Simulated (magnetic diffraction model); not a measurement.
# Moment size from magnetic intensity in Er2Ge5Ir3

Space group Ibam (no. 72), a = 10.1010 Å, b = 11.6430 Å, c = 6.0930 Å.

```csv
site,atom,x,y,z
8j,Ir,0.8944,0.6441,0
4a,Ir,0,0,1/4
8j,Er,0.2232,0.3617,1/2
8j,Ge,0.6664,0.5954,0
8g,Ge,0,0.2283,1/4
4b,Ge,0,1/2,3/4
```

The compound is invented for this exercise: a known structure type with other elements, its cell scaled to their sizes and not relaxed.

Only Er is taken to order (form factors of Er3+); orders and moment sizes are assumed, and not adapted to the symmetry. Radiation: neutrons of λ = 2.567 Å (absorption by Ir left out), 3° to 65°; isotropic B of 0.14 Å² (Ir), 0.16 Å² (Er) and 0.29 Å² (Ge). The intensities are simulated: I ∝ L Σ (|F_N|² + |F_M⊥|²) for unpolarised neutrons, with F_M = 2.695 fm/μB × Σ f(s) S exp(2πi Q·r) exp(−B s²) at Q = H ± k (one set where k and −k are equivalent), only the part normal to Q counting and L = 1/(sin²θ cos θ). For collinear order S is the moment m, which repeats by lattice and centring translations R with the sign exp(−2πi k·R). Form factors are spin-only for 3d ions and dipole or tabulated for f ions, scattering lengths are Sears's of 1992, and absorption is left out. A label names one of the reflections at its angle. The strongest nuclear line in the range is 100, and lines under 0.2 are left out.

In a first state the assumed order is k = (1/2 1/2 1), collinear moments along [001], 5.8 μB on Er; signs + at (0.2232, 0.3617, 1/2), − at (0.7768, 0.6383, 1/2), + at (0.7768, 0.3617, 0), − at (0.2232, 0.6383, 0), with this pattern:

```tsv
2θ (°)	index	nuclear	magnetic
9.65	(1/2 -1/2 0)	0.0	38.9
20.41	(1/2 3/2 0)	0.0	45.2
22.89	(3/2 1/2 0)	0.0	12.2
26.22	(1/2 1/2 1)	0.0	9.3
29.23	(3/2 -3/2 0)	0.0	38.9
29.44	(2 0 0)	18.6	0.0
31.95	(1/2 -3/2 1)	0.0	1.6
32.86	(1/2 -5/2 0)	0.0	12.6
33.64	(3/2 -1/2 1)	0.0	8.4
37.62	(5/2 -1/2 0)	0.0	0.8
38.38	(3/2 3/2 1)	0.0	0.7
38.58	(1 2 1)	17.0	0.0
39.16	(3/2 5/2 0)	0.0	15.6
40.73	(2 1 1)	2.4	0.0
41.30	(1/2 5/2 1)	0.0	6.7
41.50	(1 3 0)	8.7	0.0
```
(The table stops after 16 lines; 29 more lie at higher angle.)

**Question.** Nearer the ordering temperature the line at 20.41° has total intensity 4.1 on the same scale, and all moments have shrunk alike. How large is the Er moment?

The nuclear part, 0.0, stays, so the magnetic part is 4.1 against 45.2. It goes as m², so m = 5.8 × √(4.1/45.2) = 1.75 μB; the value used was 1.74 μB.

[Logs are printed without paths, hosts, clocks, repeated set-up lines and the standing remarks that a program may print on its own settings, such as how far it seeks lower states.]
